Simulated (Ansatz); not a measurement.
# Sc (P6_3/mmc, 2 atoms in the cell) under uniaxial strain along c, part 2 of 2

Aim: how do the optical modes of Sc (P6_3/mmc, 2 atoms in the cell) shift and split under this strain?

Ansatz 0.2.0; DFT LDA, scalar-relativistic, plane waves, PAW; PAW set soft_1.

So far. Step 4 (Tight relaxation): The forces vanish by symmetry and the pressure is -0.004 GPa, within the tolerances set. The cell now holds 22.51 Å³/atom.

### 5. Modes at rest

Phonons follow from the second derivative of the energy, found here by linear response.

The modes at rest are the reference of the series.

File input.yaml:

```yaml
crystal:
  lattice:
    - [3.2304488863, 0.0, 0.0]
    - [-1.6152244432, 2.7976508012, 0.0]
    - [0.0, 0.0, 4.982245406]
  atoms:
    - { symbol: Sc, position: [0.3333333333, 0.6666666667, 0.25] }
    - { symbol: Sc, position: [0.6666666667, 0.3333333333, 0.75] }
kpoints:
  mp_grid: { grid: [15, 15, 8] }
hamiltonian:
  xc: lda
  pseudopotentials: { kind: paw, azcp: { folder: soft_1 }, xc_functional: pbe }
scf:
  occupations: { method: methfessel_paxton, width: 0.2 }
output:
  eigenvalues: true
phonons:
  method: dfpt
```

Launch:

```console
$ ansatz run input.yaml --threads 4 --pin off --max-ram 10240MiB --backend cpu --events-out ev --progress --plain --runs-dir out
```

Numbers of over 12 decimals in the logs are rounded to 6 here.

The log of the run:

```text
zone centre: on kpoints.mp_grid the ground state, and the responses unless they are solved on pairs of k-points, stand on 320 of the mesh's 1800 k-points, reduced under 4 symmetry operations, with k and −k counted as one. Each operation leaves every solved displacement unchanged or reverses it
[...]
Crystal: 2 atoms, lattice volume = 45.028 Å³
Basis set: ecut = 420 eV, 905 PW (Γ), exchange–correlation on 48×48×72 points (8 copies of the dense FFT grid, shifted against one another)
Bands: 15, of which v1, the nominal top of the filled ones, is band 11 counted from 1 (10 counted from 0)
Symmetry: 24 space group operations
k-points: 320 of 1800 (irreducible under 4 space group operations, time reversal used)
[...]
SCF iter   1: F=—  HF=-4178.148700 eV  |F-HF|=—  |Δ(HF+E_count)|=         —  Δρ=2.41e-2  dr2=3.16e-1  ethr=3.10e-3  ⟨swp⟩=3.1  Hψ=17592  notcnv=0
[...]
SCF iter   8: F=-4178.028237 eV  HF=-4178.028237 eV  |F-HF|=5.46e-12  |Δ(HF+E_count)|=  3.00e-11  S|Δr|=    0.00e0  Δρ=1.22e-7  dr2=5.72e-12  ethr=1.00e-12  ⟨swp⟩=3.0  Hψ=18854  notcnv=0
SCF 1 converged in 8 iterations: F = -4178.028237 eV  dr2 = 5.72e-12
[...]
DFPT response loops at Γ: preconditioner auto → Kerker (q_TF=auto, 2.421 Å⁻¹) (partly filled bands, converged f_vac=0.000); β = 1.00, the filter's whole step (`scf.mixing.beta` (0.50) is not read by the response loops under this deck's `scf.mixing.preconditioner`; to damp them name `kerker` or `kerker_dos`, under which they read `scf.mixing.beta`, and type it under 1.00, their step now; both keys bind the ground state too); Broyden in place of MSR1
SCF converged after 8 iterations
[...]
Free energy (F): -4178.028237 eV
[...]
Internal energy: -4178.026201 eV  (E = F + TS)
E sigma→0 (E₀):  -4178.027728 eV
Entropy (-TS):   -0.002036 eV (-1.018 meV/atom)
Fermi energy:    9.895563 eV
Step filling:    the computed levels leave a gap of 0.0000 eV = 0.0 smearing widths at the electron count; against every level under it full and every level over it empty, smearing changes F+E_penalty+E_count by +1.308 meV and its σ→0 estimate by +1.817 meV
[...]
--- Band table (eV; the first three rows and the last of 320) ---
  k-point 0: bands = [... 7 lower, -17.3795, 4.6720, 8.1425, 10.9054, 11.5297, 11.5297, 11.8972, 12.0531]
  k-point 1: bands = [... 7 lower, -17.4041, 4.7889, 8.0353, 10.7949, 11.4604, 11.4604, 11.8169, 11.9735]
  k-point 2: bands = [... 7 lower, -17.4393, 5.1304, 7.6721, 10.6505, 11.3659, 11.3659, 11.5927, 11.7852]
  k-point 319: bands = [... 7 lower, -17.4924, 8.5079, 8.5079, 10.0608, 10.0608, 10.6854, 10.6854, 12.2643]
--- Phonons (Γ-DFPT): 2 representative perturbations + reference, on 320 of 1800 k-points (Σ response iterations 6) ---
  k mesh reduced under 4 symmetry operations, with k and −k counted as one. Each operation leaves every solved displacement unchanged or reverses it
  ASR residual: 8.010e-5 → 0.000e0 eV/Å²; symmetrization residual: 2.437e-10 eV/Å²
  ASR residual per site (eV/Å²): 8.01e-5 8.01e-5
  Γ frequencies (cm⁻¹): 0.00 0.00 0.00 137.46 137.46 239.99
  non-analytic LO–TO correction: not included (Born effective charges unavailable; polar crystals: no LO–TO splitting at Γ)
```

The job ended after 61 s (4 threads of Intel Xeon at 2.50GHz (Skylake/Cascade Lake), shared host; peak memory 0.98 GiB).

This step gave:

```
sum-rule residual before enforcement                    : 8.01e-5 eV/Å²
point group                                             : 6/mmm
highest optical mode at the zone centre (no LO-TO term) : 240.0 cm⁻¹
lowest optical zone-centre mode                         : 137.5 cm⁻¹
```

Patterns of degenerate modes are one choice out of their space. Modes at Γ:

```tsv
mode	frequency (cm⁻¹)	symmetry
1	0.0	acoustic
2	0.0	acoustic
3	0.0	acoustic
4	137.5	E2g
5	137.5	E2g
6	240.0	B1g
```

Displacements in mode 4 (137.5 cm⁻¹), the largest set to 1:
```
Sc1 -1.00  0.00  0.00
Sc2  1.00  0.00  0.00
```

Displacements in mode 6 (240.0 cm⁻¹), the largest set to 1:
```
Sc1  0.00  0.00  1.00
Sc2  0.00  0.00 -1.00
```

Before it was imposed, the acoustic sum rule was missed by 8.0e-5 eV/Å². Small misses are needed for a sound result but don't prove that mesh and cutoff are converged. The lowest optical mode is real, 137 cm⁻¹.

### 6. A member of the series: uniaxial strain of +4 % along c

The cell takes a uniaxial strain of +4 % along c. The strained length and the angles are held, while the rest of the cell and the atoms relax.

input.yaml, the sections that differ from step 5:

```yaml
crystal:
  lattice:
    - [3.2095485984, 0.0, 0.0]
    - [-1.6047742992, 2.7795506209, 0.0]
    - [0.0, 0.0, 5.1815352223]
  atoms:
    - { symbol: Sc, position: [0.3333332938, 0.6666667062, 0.25] }
    - { symbol: Sc, position: [0.6666667062, 0.3333332938, 0.75] }
output:
  forces: true
  stress: true
  eigenvalues: true
relax:
  adjacent_minimum: "off"
  f_tol: 0.001
  max_steps: 60
  cell: { stress_tol: 0.01, fix: [c, angles] }
# kpoints, hamiltonian, scf: as in step 5
# phonons: removed
```

The log of the run:

```text
[...]
k-point 319: bands = [... 7 lower, -17.8616, 8.0504, 8.0504, 9.6760, 9.6760, 11.0664, 11.0664, 12.2118]
--- Relaxed structure (3 steps of the walk, 3 accepted, 1 SCFs on fresh bases) ---
[...]
cell:  # Å, volume = 46.0189 Å³
    - [3.202387, -5.499030717549987e-19, 0.0]
    - [-1.601193, 2.773348, 0.0]
    - [0.0, 0.0, 5.1815352223]
  atoms:
    - { symbol: Sc, position: [0.333333, 0.666667, 0.25] }
    - { symbol: Sc, position: [0.666667, 0.333333, 0.75] }
[key lines of the parts left out:]
SCF converged after 4 iterations
Free energy (F): -4178.007766 eV
Fermi energy:    9.650274 eV
P = ⅓ Tr σ = -1.1817 GPa (-11.817 kbar)
```

Wall time 39 s (4 threads); peak memory 0.54 GiB.

The steps of the relaxation:

```tsv
step	energy less that of the first step (eV)	largest force component (eV/Å)	pressure (GPa)	volume (Å³)
1	0.0000	0.0000	-1.44	46.23
2	-0.0002	0.0000	-1.12	45.97
3	-0.0002	0.0000	-1.18	46.02
4*	-0.0002	0.0000	-1.18	46.02
```

Relaxation steps marked * repeat the geometry before them on a plane-wave basis chosen anew for their cell, so energy and pressure can jump there.

```tsv
conventional cell, symmetrised	before	after	change
a (Å)	3.210	3.202	-0.2 %
b (Å)	3.210	3.202	-0.2 %
c (Å)	5.182	5.182	+0.0 %
volume (Å³/atom)	23.11	23.01	-0.4 %
```

Final coordinates:

```cif
data_structure
_symmetry_space_group_name_H-M 'P 1'
_symmetry_Int_Tables_number 1
_cell_length_a 3.2024
_cell_length_b 3.2024
_cell_length_c 5.1815
_cell_angle_alpha 90.000
_cell_angle_beta 90.000
_cell_angle_gamma 120.000
_cell_volume 46.02
loop_
_atom_site_label
_atom_site_type_symbol
_atom_site_fract_x
_atom_site_fract_y
_atom_site_fract_z
_atom_site_occupancy
Sc1 Sc 0.33333 0.66667 0.25000 1
Sc2 Sc 0.66667 0.33333 0.75000 1
```

This step gave:

```
pressure        : -1.182 GPa
volume per atom : 23.01 Å³
```

The largest force component left is 5.0e-4 meV/Å.

### 7. Zone-centre modes of the member: uniaxial strain of +4 % along c

The zone-centre modes follow for uniaxial strain of +4 % along c.

input.yaml, the sections that differ from step 6:

```yaml
crystal:
  lattice:
    - [3.2023866751, 0.0, 0.0]
    - [-1.6011933376, 2.7733482134, 0.0]
    - [0.0, 0.0, 5.1815352223]
  atoms:
    - { symbol: Sc, position: [0.3333333737, 0.6666666263, 0.25] }
    - { symbol: Sc, position: [0.6666666263, 0.3333333737, 0.75] }
output:
  eigenvalues: true
phonons:
  method: dfpt
# kpoints, hamiltonian, scf: as in step 6
# relax: removed
```

The log of the run:

```text
[...]
Crystal: 2 atoms, lattice volume = 46.019 Å³
Basis set: ecut = 420 eV, 917 PW (Γ), exchange–correlation on 48×48×72 points (8 copies of the dense FFT grid, shifted against one another)
Bands: 15, of which v1, the nominal top of the filled ones, is band 11 counted from 1 (10 counted from 0)
Symmetry: 24 space group operations
k-points: 320 of 1800 (irreducible under 4 space group operations, time reversal used)
[...]
SCF iter   1: F=—  HF=-4178.131056 eV  |F-HF|=—  |Δ(HF+E_count)|=         —  Δρ=2.41e-2  dr2=3.28e-1  ethr=3.10e-3  ⟨swp⟩=3.0  Hψ=17525  notcnv=0
[...]
SCF iter   8: F=-4178.007766 eV  HF=-4178.007766 eV  |F-HF|=4.55e-12  |Δ(HF+E_count)|=  2.09e-11  S|Δr|=    0.00e0  Δρ=1.18e-7  dr2=5.47e-12  ethr=1.00e-12  ⟨swp⟩=4.1  Hψ=17201  notcnv=0
SCF 1 converged in 8 iterations: F = -4178.007766 eV  dr2 = 5.47e-12
[...]
SCF converged after 8 iterations
[...]
Free energy (F): -4178.007766 eV
[...]
Internal energy: -4178.002497 eV  (E = F + TS)
E sigma→0 (E₀):  -4178.006449 eV
Entropy (-TS):   -0.005269 eV (-2.634 meV/atom)
Fermi energy:    9.650275 eV
[...]
--- Band table (eV; the first three rows and the last of 320) ---
  k-point 0: bands = [... 7 lower, -17.7285, 4.4430, 7.8446, 10.2236, 11.3014, 11.3014, 11.3253, 11.7333]
  k-point 1: bands = [... 7 lower, -17.7421, 4.5500, 7.7085, 10.1721, 11.2553, 11.2620, 11.2620, 11.6767]
  k-point 2: bands = [... 7 lower, -17.7497, 4.8629, 7.2949, 10.1376, 11.0605, 11.2032, 11.2032, 11.5382]
  k-point 319: bands = [... 7 lower, -17.8293, 8.2556, 8.2556, 9.8019, 9.8019, 10.4161, 10.4161, 11.9799]
[...]
ASR residual: 7.914e-5 → 0.000e0 eV/Å²; symmetrization residual: 1.930e-10 eV/Å²
  ASR residual per site (eV/Å²): 7.91e-5 7.91e-5
  Γ frequencies (cm⁻¹): 0.00 0.00 0.00 124.46 124.46 204.24
[...]
```

It took 59 s on 4 threads; peak memory 1 GiB; 1.9 min of CPU time.

This step gave:

```
sum-rule residual before enforcement                    : 7.91e-5 eV/Å²
highest optical mode at the zone centre (no LO-TO term) : 204.2 cm⁻¹
lowest optical zone-centre mode                         : 124.5 cm⁻¹
```

Patterns of degenerate modes are one choice out of their space. Modes at Γ:

```tsv
mode	frequency (cm⁻¹)	symmetry
1	0.0	acoustic
2	0.0	acoustic
3	0.0	acoustic
4	124.5	E2g
5	124.5	E2g
6	204.2	B1g
```

The lowest optical mode is real, 124 cm⁻¹, and the highest lies at 204.2 cm⁻¹.

For the highest optical mode at the zone centre (no LO-TO term), step 5 gave 240 cm⁻¹; this run, with strain 4 %, gives 204 cm⁻¹ (-15 %).

### 8. A member of the series: uniaxial strain of -4 % along c

The cell takes a uniaxial strain of -4 % along c. The strained length and the angles are held, while the rest of the cell and the atoms relax.

input.yaml, the sections that differ from step 7:

```yaml
crystal:
  lattice:
    - [3.2517214797, 0.0, 0.0]
    - [-1.6258607399, 2.8160734075, 0.0]
    - [0.0, 0.0, 4.7829555896]
  atoms:
    - { symbol: Sc, position: [0.3333333531, 0.6666666469, 0.25] }
    - { symbol: Sc, position: [0.6666666469, 0.3333333531, 0.75] }
output:
  forces: true
  stress: true
  eigenvalues: true
relax:
  adjacent_minimum: "off"
  f_tol: 0.001
  max_steps: 60
  cell: { stress_tol: 0.01, fix: [c, angles] }
# kpoints, hamiltonian, scf: as in step 7
# phonons: removed
```

The log of the run:

```text
[...]
Crystal: 2 atoms, lattice volume = 43.798 Å³
Basis set: ecut = 420 eV, 891 PW (Γ)
Bands: 15, of which v1, the nominal top of the filled ones, is band 11 counted from 1 (10 counted from 0)
Symmetry: 8 space group operations
k-points: 320 of 1800
[...]
k-point 319: bands = [... 7 lower, -17.1638, 8.5441, 8.5441, 10.3402, 10.3402, 11.7326, 11.7326, 12.5866]
--- Relaxed structure (3 steps of the walk, 3 accepted, 1 SCFs on fresh bases) ---
[...]
cell:  # Å, volume = 43.9978 Å³
    - [3.259133, 2.893320783860729e-11, 0.0]
    - [-1.629566, 2.822492, 0.0]
    - [0.0, 0.0, 4.7829555896]
  atoms:
    - { symbol: Sc, position: [0.333333, 0.666667, 0.250000] }
    - { symbol: Sc, position: [0.666667, 0.333333, 0.750000] }
[key lines of the parts left out:]
SCF converged after 5 iterations
Free energy (F): -4178.005246 eV
Fermi energy:    10.156383 eV
P = ⅓ Tr σ = 1.3739 GPa (13.739 kbar)
```

The job ended after 39 s (4 threads; peak memory 0.52 GiB; 86 s of CPU time).

Step by step:

```tsv
step	energy less that of the first step (eV)	largest force component (eV/Å)	pressure (GPa)	volume (Å³)
1	0.0000	0.0000	1.68	43.80
2	-0.0002	0.0000	1.24	44.09
3	-0.0002	0.0000	1.37	44.00
4*	-0.0002	0.0000	1.37	44.00
```

Relaxation steps marked * repeat the geometry before them on a plane-wave basis chosen anew for their cell, so energy and pressure can jump there.

```tsv
conventional cell, symmetrised	before	after	change
a (Å)	3.252	3.259	+0.2 %
b (Å)	3.252	3.259	+0.2 %
c (Å)	4.783	4.783	-0.0 %
volume (Å³/atom)	21.90	22.00	+0.5 %
```

The relaxed structure:

```
Sc
1.0
     3.25913    0.00000    0.00000
    -1.62957    2.82249    0.00000
     0.00000    0.00000    4.78296
Sc
2
Direct
  0.33333 0.66667 0.25000
  0.66667 0.33333 0.75000
```

Numbers from this step:

| Property | Result |
| --- | --- |
| pressure | 1.374 GPa |
| volume per atom | 22.00 Å³ |

The largest force component left is 5.1e-4 meV/Å.

### 9. Zone-centre modes of the member: uniaxial strain of -4 % along c

The zone-centre modes follow for uniaxial strain of -4 % along c.

input.yaml, the sections that differ from step 8:

```yaml
crystal:
  lattice:
    - [3.2591329805, 0.0, 0.0]
    - [-1.6295664903, 2.8224919554, 0.0]
    - [0.0, 0.0, 4.7829555896]
  atoms:
    - { symbol: Sc, position: [0.3333333613, 0.6666666387, 0.25] }
    - { symbol: Sc, position: [0.6666666387, 0.3333333613, 0.75] }
output:
  eigenvalues: true
phonons:
  method: dfpt
# kpoints, hamiltonian, scf: as in step 8
# relax: removed
```

The log of the run:

```text
[...]
Crystal: 2 atoms, lattice volume = 43.998 Å³
Basis set: ecut = 420 eV, 891 PW (Γ), exchange–correlation on 48×48×64 points (8 copies of the dense FFT grid, shifted against one another)
Bands: 15, of which v1, the nominal top of the filled ones, is band 11 counted from 1 (10 counted from 0)
Symmetry: 24 space group operations
k-points: 320 of 1800 (irreducible under 4 space group operations, time reversal used)
[...]
k-point 1: bands = [... 7 lower, -17.0376, 5.0554, 8.3526, 11.5082, 11.6465, 11.6465, 12.2788, 12.2788]
  k-point 2: bands = [... 7 lower, -17.1068, 5.4287, 8.0578, 11.2300, 11.5098, 11.5098, 12.0287, 12.0287]
  k-point 319: bands = [... 7 lower, -17.1286, 8.7940, 8.7940, 10.3399, 10.3399, 10.9887, 10.9887, 12.5542]
[...]
ASR residual: 4.827e-5 → 0.000e0 eV/Å²; symmetrization residual: 3.065e-10 eV/Å²
  ASR residual per site (eV/Å²): 4.83e-5 4.83e-5
  Γ frequencies (cm⁻¹): 0.00 0.00 0.00 149.65 149.65 273.78
[...]
[key lines of the parts left out:]
SCF converged after 8 iterations
Free energy (F): -4178.005246 eV
Fermi energy:    10.156384 eV
```

The job ended after 58 s (4 threads; peak memory 0.97 GiB; 1.8 min of CPU time).

Numbers from this step:

```
sum-rule residual before enforcement                    : 4.83e-5 eV/Å²
highest optical mode at the zone centre (no LO-TO term) : 273.8 cm⁻¹
lowest optical zone-centre mode                         : 149.7 cm⁻¹
```

Patterns of degenerate modes are one choice out of their space. Modes at Γ:

```tsv
mode	frequency (cm⁻¹)	symmetry
1	0.0	acoustic
2	0.0	acoustic
3	0.0	acoustic
4	149.7	E2g
5	149.7	E2g
6	273.8	B1g
```

Displacements in mode 4 (149.7 cm⁻¹), the largest set to 1:
```
Sc1  1.00  0.00  0.00
Sc2 -1.00  0.00  0.00
```

Displacements in mode 6 (273.8 cm⁻¹), the largest set to 1:
```
Sc1  0.00  0.00  1.00
Sc2  0.00  0.00 -1.00
```

The lowest optical mode is real, 150 cm⁻¹, and the highest lies at 273.8 cm⁻¹.

For the highest optical mode at the zone centre (no LO-TO term), step 5 gave 240 cm⁻¹; this run, with strain -4 %, gives 274 cm⁻¹ (+14 %).

### 10. All members side by side

The members are set side by side, also those not shown above.

Stress is positive in compression; energies are extrapolated to zero smearing, and E0 is that at rest; the edges not held and the atoms are relaxed in each cell; all runs use 15×15×8 k points and Methfessel-Paxton smearing of 0.2 eV. State of the crystal along the series:

```tsv
strain (%)	stress along the axis (GPa)	free strain along a (%)	free strain along b (%)	E - E0 (meV/atom)
-4	4.123	0.8879	0.8879	11.29
-3	3.05	0.6585	0.6585	6.206
-2	2.003	0.4346	0.4346	2.669
-1	0.9832	0.215	0.215	0.6182
0	-0.008032	0	0	0
1	-0.964	-0.2149	-0.2149	0.7638
2	-1.877	-0.4295	-0.4295	2.852
3	-2.737	-0.647	-0.647	6.177
4	-3.544	-0.8687	-0.8687	10.64
```

Optical modes are counted from below at rest and tracked from member to member by their patterns, and modes that stay within 0.3 cm⁻¹ of each other stand once; labels, where given, are those at rest; the edges not held and the atoms are relaxed in each cell; all runs use 15×15×8 k points and Methfessel-Paxton smearing of 0.2 eV. Optical modes along the series:

```tsv
strain (%)	optical mode 1 E2g (cm⁻¹)	optical mode 2 B1g (cm⁻¹)
-4	149.7	273.8
-3	146.9	265.7
-2	143.9	257.3
-1	140.7	248.7
0	137.5	240
1	134.2	231.2
2	130.9	222.2
3	127.6	213.2
4	124.5	204.2
```

Value and slope at zero strain of a cubic (a lower polynomial where under five rows exist) through the rows within 2 % of rest. Slopes at rest:

```tsv
mode	frequency (cm⁻¹)	shift per percent of strain (cm⁻¹)	shift per GPa of compressive stress (cm⁻¹)
optical mode 1 E2g	137.5	-3.28	3.36
optical mode 2 B1g	240	-8.77	9
```

### 11. Outcome

| Item | Value |
| --- | --- |
| members | 9 |
| highest optical mode at the zone centre (no LO-TO term), at rest | 240.0 cm⁻¹ |
| Young’s modulus along c | 97.5 GPa |
| optical mode 1 E2g, shift per percent | -3.28 cm⁻¹ |
| optical mode 2 B1g, shift per percent | -8.77 cm⁻¹ |

**Reading.** The stress changes by 0.97 GPa for each percent, a Young’s modulus of 97 GPa along c. For each percent the free edge responds with -0.21 %. The fastest shift in the table of slopes is -8.8 cm⁻¹ for each percent (optical mode 2 B1g), or 9.0 cm⁻¹ for each GPa of compressive stress. For small strain, the measured shift of a line that Raman or infrared light can see, divided by its slope, estimates the stress, if the state of stress is of this kind. These are harmonic frequencies at zero temperature: anharmonic shifts, linewidths and thermal expansion are left out. With no gap, or one that is small against the smearing, the frequencies hang on the k mesh and the smearing, most of all near Kohn anomalies. The PAW files were made for PBE; the program adapts parts of them to the functional of the run, but their partial waves stay those of PBE, an approximation that was not tested in this session. Only the zone centre was solved, so an instability at another wavevector cannot show here.

[Logs are printed without paths, hosts, clocks, repeated set-up lines and the standing remarks that a program may print on its own settings, such as how far it seeks lower states.]

[Hosts, paths, dates, database ids (printed as entryN), source tags and the programs' standing remarks are cut or masked in the printed files.]
